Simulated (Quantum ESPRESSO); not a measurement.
# InP (F-43m): how pressure shifts the optical phonon

Wanted: a fit of frequency against volume for InP (F-43m), tested on a run that is left out of it.

Method: DFT LDA, scalar-relativistic, plane waves, PseudoDojo norm-conserving pseudopotentials, in Quantum ESPRESSO 7.5.

The database entry behind the starting cell differs from later determinations by our own check (0.1 to 0.3 % short, probably kX units), so it need not match the best structure at ambient conditions.

### Step 1. The relaxed structure

It takes space group F-43m (No. 216, cubic). The conventional cell has a = 5.823 Å, b = 5.823 Å, c = 5.823 Å, α = 90.00°, β = 90.00°, γ = 90.00°. Nearest to In lie 4 P at 2.52 Å. Nearest to P lie 4 In at 2.52 Å. Farther neighbours are not listed.

Coordinates:

```cif
data_structure
_symmetry_space_group_name_H-M 'F-43m'
_symmetry_Int_Tables_number 216
_cell_length_a 5.8228
_cell_length_b 5.8228
_cell_length_c 5.8228
_cell_angle_alpha 90.000
_cell_angle_beta 90.000
_cell_angle_gamma 90.000
_cell_volume 197.42
loop_
_atom_site_label
_atom_site_type_symbol
_atom_site_symmetry_multiplicity
_atom_site_Wyckoff_symbol
_atom_site_fract_x
_atom_site_fract_y
_atom_site_fract_z
_atom_site_occupancy
In1 In 4 a 0.00000 0.00000 0.00000 1
P1 P 4 d 0.25000 0.25000 0.75000 1
```

This is the cell after its relaxation at this level of theory, not the database cell from which that began.

### Step 2. Runs at several volumes

The relaxed cell is scaled uniformly; in this structure symmetry fixes all atoms, so nothing has to be relaxed anew. Each volume gets a ground state and a response at Γ. The mode followed is the highest one without the macroscopic field, of symmetry T2; longitudinal polar modes lie higher. Cutoff 77 Ry, k mesh 8×8×8 with shifts.

From the response at V/V₀ = 0.94:

The log of the run:

```text
[banners, grids, parts of the stress and lines that vanish by symmetry left out]
Program PHONON v.7.5
     Reading xml data from directory:

[...]
Exchange-correlation= PW
                           (   1   4   0   0   0   0   0)
[...]
kinetic-energy cut-off    =      77.0000  Ry
     charge density cut-off    =     308.0000  Ry
     convergence threshold     =      1.0E-18
[...]
Exchange-correlation= PW
                           (   1   4   0   0   0   0   0)
[...]
q = (   0.0000000   0.0000000   0.0000000 )
     25 Sym.Ops. (with q -> -q+G )
     G cutoff =  906.4222  (  28571 G-vectors)     FFT grid: ( 45, 45, 45)
     number of k points=    60
[...]
Mode symmetry, T_d (-43m)  point group:
[...]
Dielectric constant
[...]
End of electric fields calculation
          Dielectric constant in cartesian axis
          (      10.721411275       0.000000000       0.000000000 )
          (      -0.000000000      10.721411275       0.000000000 )
          (      -0.000000000      -0.000000000      10.721411275 )
          Effective charges (d Force / dE) in cartesian axis without acoustic sum rule applied (asr)
           atom    1  In    Mean Z*:        2.36735
      Ex  (        2.36735       -0.00000       -0.00000 )
      Ey  (       -0.00000        2.36735        0.00000 )
      Ez  (       -0.00000        0.00000        2.36735 )
           atom    2  P     Mean Z*:       -2.36807
      Ex  (       -2.36807       -0.00000       -0.00000 )
      Ey  (       -0.00000       -2.36807        0.00000 )
      Ez  (        0.00000        0.00000       -2.36807 )
          Effective charges Sum: Mean:       -0.00072
[...]
Effective charges (d Force / dE) in cartesian axis with asr applied:
           atom    1  In    Mean Z*:        2.36771
[...]
atom    2  P     Mean Z*:       -2.36771
[...]
Representation #   1 modes #   1   2   3
[...]
End of self-consistent calculation
     Convergence has been achieved
     Representation #   2 modes #   4   5   6
[...]
End of self-consistent calculation
     Convergence has been achieved
[...]
Dielectric constant in cartesian axis
          (      10.721411275       0.000000000       0.000000000 )
          (      -0.000000000      10.721411275       0.000000000 )
          (      -0.000000000      -0.000000000      10.721411275 )
          Effective charges (d Force / dE) in cartesian axis without acoustic sum rule applied (asr)
           atom    1  In    Mean Z*:        2.36735
      Ex  (        2.36735       -0.00000       -0.00000 )
      Ey  (       -0.00000        2.36735        0.00000 )
      Ez  (       -0.00000        0.00000        2.36735 )
           atom    2  P     Mean Z*:       -2.36807
      Ex  (       -2.36807       -0.00000       -0.00000 )
      Ey  (       -0.00000       -2.36807        0.00000 )
      Ez  (        0.00000        0.00000       -2.36807 )
          Effective charges Sum: Mean:       -0.00072
[...]
Effective charges (d Force / dE) in cartesian axis with asr applied:
           atom    1  In    Mean Z*:        2.36771
[...]
atom    2  P     Mean Z*:       -2.36771
[...]
q = (    0.000000000   0.000000000   0.000000000 )
[...]
freq (    1) =      -0.028692 [THz] =      -0.957057 [cm-1]
     freq (    2) =      -0.028692 [THz] =      -0.957057 [cm-1]
     freq (    3) =      -0.028692 [THz] =      -0.957057 [cm-1]
     freq (    4) =       9.880896 [THz] =     329.591214 [cm-1]
     freq (    5) =       9.880896 [THz] =     329.591214 [cm-1]
     freq (    6) =       9.880896 [THz] =     329.591214 [cm-1]
[...]
Mode symmetry, T_d (-43m)  point group:
     freq (   1-   3) =         -1.0  [cm-1]   --> T_2  G_15 P_4   I+R
     freq (   4-   6) =        329.6  [cm-1]   --> T_2  G_15 P_4   I+R

   JOB DONE.
```

One volume, V/V₀ = 0.97, is held back as a test.

```
V/V₀  volume (Å³/atom)  pressure (GPa)   ω (cm⁻¹)
0.94            23.197            5.08     329.59
0.97            23.937            2.33  held back
   1            24.677            0.00     304.15
1.03            25.417           -1.96     292.51
1.06            26.158           -3.62     281.50
```

### Step 3. The fit

The mode Grüneisen parameter is γ = −d ln ω / d ln V.

```
ln(V/V₀)    ln ω
 -0.0619  5.7978
  0.0000  5.7175
  0.0296  5.6785
  0.0583  5.6401
```

A straight line through these points has the slope -1.311, so γ = 1.31; at V/V₀ = 0.97 it predicts ω = exp(5.7170 + 0.0399) = 316.38 cm⁻¹.

A parabola of pressure against ln V through V/V₀ = 0.97, 1 and 1.03 gives the bulk modulus B = −dP/d ln V = 71 GPa at V₀. With ω₀ from the fitted line the pressure coefficient follows as dω/dP = γ ω₀ / B = 1.31 × 304.0 / 71 = 5.59 cm⁻¹/GPa.

### Step 4. The run that was held back

The log of the run:

```text
[banners, grids, parts of the stress and lines that vanish by symmetry left out]
[banner, memory and clock lines left out]
Program PHONON v.7.5

[...]
Exchange-correlation= PW
                           (   1   4   0   0   0   0   0)
[...]
kinetic-energy cut-off    =      77.0000  Ry
     charge density cut-off    =     308.0000  Ry
     convergence threshold     =      1.0E-18
[...]
Exchange-correlation= PW
                           (   1   4   0   0   0   0   0)
[...]
q = (   0.0000000   0.0000000   0.0000000 )
     25 Sym.Ops. (with q -> -q+G )
     G cutoff =  925.6066  (  29603 G-vectors)     FFT grid: ( 45, 45, 45)
     number of k points=    60
[...]
Mode symmetry, T_d (-43m)  point group:
[...]
Dielectric constant
[...]
End of electric fields calculation
          Dielectric constant in cartesian axis
          (      11.086742602       0.000000000       0.000000000 )
          (       0.000000000      11.086742602       0.000000000 )
          (       0.000000000       0.000000000      11.086742602 )
          Effective charges (d Force / dE) in cartesian axis without acoustic sum rule applied (asr)
           atom    1  In    Mean Z*:        2.41455
      Ex  (        2.41455        0.00000       -0.00000 )
      Ey  (       -0.00000        2.41455       -0.00000 )
      Ez  (        0.00000       -0.00000        2.41455 )
           atom    2  P     Mean Z*:       -2.41539
      Ex  (       -2.41539       -0.00000        0.00000 )
      Ey  (       -0.00000       -2.41539        0.00000 )
      Ez  (        0.00000        0.00000       -2.41539 )
[...]
Representation #   1 modes #   1   2   3
[...]
End of self-consistent calculation
     Convergence has been achieved
     Representation #   2 modes #   4   5   6
[...]
End of self-consistent calculation
     Convergence has been achieved
[...]
Dielectric constant in cartesian axis
          (      11.086742602       0.000000000       0.000000000 )
          (       0.000000000      11.086742602       0.000000000 )
          (       0.000000000       0.000000000      11.086742602 )
          Effective charges (d Force / dE) in cartesian axis without acoustic sum rule applied (asr)
           atom    1  In    Mean Z*:        2.41455
      Ex  (        2.41455        0.00000       -0.00000 )
      Ey  (       -0.00000        2.41455       -0.00000 )
      Ez  (        0.00000       -0.00000        2.41455 )
           atom    2  P     Mean Z*:       -2.41539
      Ex  (       -2.41539       -0.00000        0.00000 )
      Ey  (       -0.00000       -2.41539        0.00000 )
      Ez  (        0.00000        0.00000       -2.41539 )
          Effective charges Sum: Mean:       -0.00084
[...]
Effective charges (d Force / dE) in cartesian axis with asr applied:
           atom    1  In    Mean Z*:        2.41497
[...]
atom    2  P     Mean Z*:       -2.41497
[...]
q = (    0.000000000   0.000000000   0.000000000 )
[...]
freq (    1) =      -0.043427 [THz] =      -1.448568 [cm-1]
     freq (    2) =      -0.043427 [THz] =      -1.448568 [cm-1]
     freq (    3) =      -0.043427 [THz] =      -1.448568 [cm-1]
     freq (    4) =       9.488073 [THz] =     316.488051 [cm-1]
     freq (    5) =       9.488073 [THz] =     316.488051 [cm-1]
     freq (    6) =       9.488073 [THz] =     316.488051 [cm-1]
[...]
Mode symmetry, T_d (-43m)  point group:
     freq (   1-   3) =         -1.4  [cm-1]   --> T_2  G_15 P_4   I+R
     freq (   4-   6) =        316.5  [cm-1]   --> T_2  G_15 P_4   I+R
```

It gives 316.49 cm⁻¹ against the predicted 316.38 cm⁻¹, a miss of 0.1 cm⁻¹.

### Step 5. Results

| Item | Value |
| --- | --- |
| mode Grüneisen parameter | 1.311 |
| bulk modulus | 71.3 GPa |
| pressure coefficient | 5.59 cm⁻¹/GPa |

In words: The highest optical mode of InP (F-43m) without the LO-TO term stiffens by 5.59 cm⁻¹ a GPa near the relaxed volume, with γ = 1.31. The power law meets all 5 runs within 0.06 %; between neighbouring volumes γ runs from 1.29 to 1.34. Such a coefficient turns a measured shift of this mode into a hydrostatic stress; uniaxial or biaxial stress splits the mode and needs deformation potentials. These are harmonic values at zero temperature for the structure held cubic, which a run at Γ can't show to be stable; the bulk modulus rests on three points.

[Host names and launcher messages were left out of these logs when they were recorded.]

[Logs are printed without paths, hosts, clocks, repeated set-up lines and the standing remarks that a program may print on its own settings, such as how far it seeks lower states.]

[Hosts, paths, dates, database ids (printed as entryN), source tags and the programs' standing remarks are cut or masked in the printed files.]
